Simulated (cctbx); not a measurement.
**Interatomic vectors of Sr2BeBi2O6**

Space group Cccm (no. 66), a = 5.5120 Å, b = 25.5530 Å, c = 5.1460 Å, α = 90.00°, β = 90.00°, γ = 90.00°, content Bi8 Sr8 O24 Be4.

The data are simulated with cctbx, not measured: Cu Kα, λ = 1.54184 Å, to d = 0.83 Å, 95 % of the full sphere, strongest reflection 70000 counts, noise from counting, a 3 % proportional error and a noise floor of 4 counts (s.d.); no absorption.

Patterson synthesis, origin scaled to 1000:

```text
Patterson group C m m m
      u       v       w   height  length (A)
  0.000   0.000   0.000   1000.0     0.00
  0.000   0.500   0.500    726.0    13.03
  0.000   0.122   0.500    695.5     4.05
  0.000   0.378   0.000    562.8     9.67
  0.000   0.243   0.000    316.7     6.21
  0.000   0.257   0.500    307.6     7.05
  0.000   0.137   0.000     79.1     3.51
  0.000   0.360   0.500     69.4     9.56
  0.000   0.294   0.000     39.0     7.51
  0.000   0.000   0.500     38.2     2.57
  0.000   0.418   0.500     35.4    11.00
  0.125   0.500   0.000     34.7    12.80
  0.000   0.205   0.500     31.2     5.84
  0.000   0.080   0.000     31.0     2.05
```

**Question.** Which atom pairs make the peaks, and where is the heaviest atom?

A peak at u stands for all pairs with xi − xj = u, with weight Σ ZiZj against Σ Z² = 68264 at the origin. Peak heights follow these weights only roughly, since form factors, motion and series ripples differ, all vectors within 0.55 Å of a peak are counted as merged into it though the farther ones add only part of their weight, and F(000) is left out, which lowers the whole map:

| u | v | w | shortest length (Å) | height | 1000 ΣZiZj/ΣZ² | pairs in the cell |
| --- | --- | --- | --- | --- | --- | --- |
| 0.000 | 0.500 | 0.500 | 3.77 | 726 | 992 | 8 × Bi–Bi, 8 × Sr–Sr, 16 × O–O, 4 × Be–Be |
| 0.000 | 0.122 | 0.500 | 4.04 | 696 | 777 | 4 × Bi–Bi, 8 × Bi–Sr, 4 × O–O |
| 0.000 | 0.378 | 0.000 | 4.16 | 563 | 773 | 4 × Bi–Bi, 8 × Bi–Sr |
| 0.000 | 0.243 | 0.000 | 6.21 | 317 | 370 | 8 × Bi–Sr |
| 0.000 | 0.257 | 0.500 | 7.05 | 308 | 405 | 8 × Bi–Sr, 8 × Sr–O |
| 0.000 | 0.137 | 0.000 | 3.50 | 79 | 162 | 4 × Sr–Sr, 8 × Bi–O |
| 0.000 | 0.360 | 0.500 | 5.20 | 69 | 85 | 4 × Sr–Sr |

The table stops at ten peaks or at a height of 45, below which ripples compete. In the model behind the data Bi, the heaviest element, has 1 independent site: (0.7762, 0.4369, 0), up to an allowed shift of origin; the Bi–Bi vectors are differences of these positions and their symmetry mates. The whole model:

```csv
atom,mult.,x,y,z,Ueq (Å²)
Bi1,8,0.7762,0.4369,0,0.0171
Sr1,8,0.7511,0.3197,1/2,0.0212
O1,8,0.8363,0.4345,1/2,0.0401
O2,8,0.2737,0.3569,1/2,0.0322
O3,8,1/2,0.2460,3/4,0.0298
Be1,4,1/4,1/4,1/2,0.0378
```

The model was made for the exercise: a known structure type with other elements put in, its volume estimated, not relaxed; displacement parameters are assumed.

[Logs are printed without paths, hosts, clocks, repeated set-up lines and the standing remarks that a program may print on its own settings, such as how far it seeks lower states.]
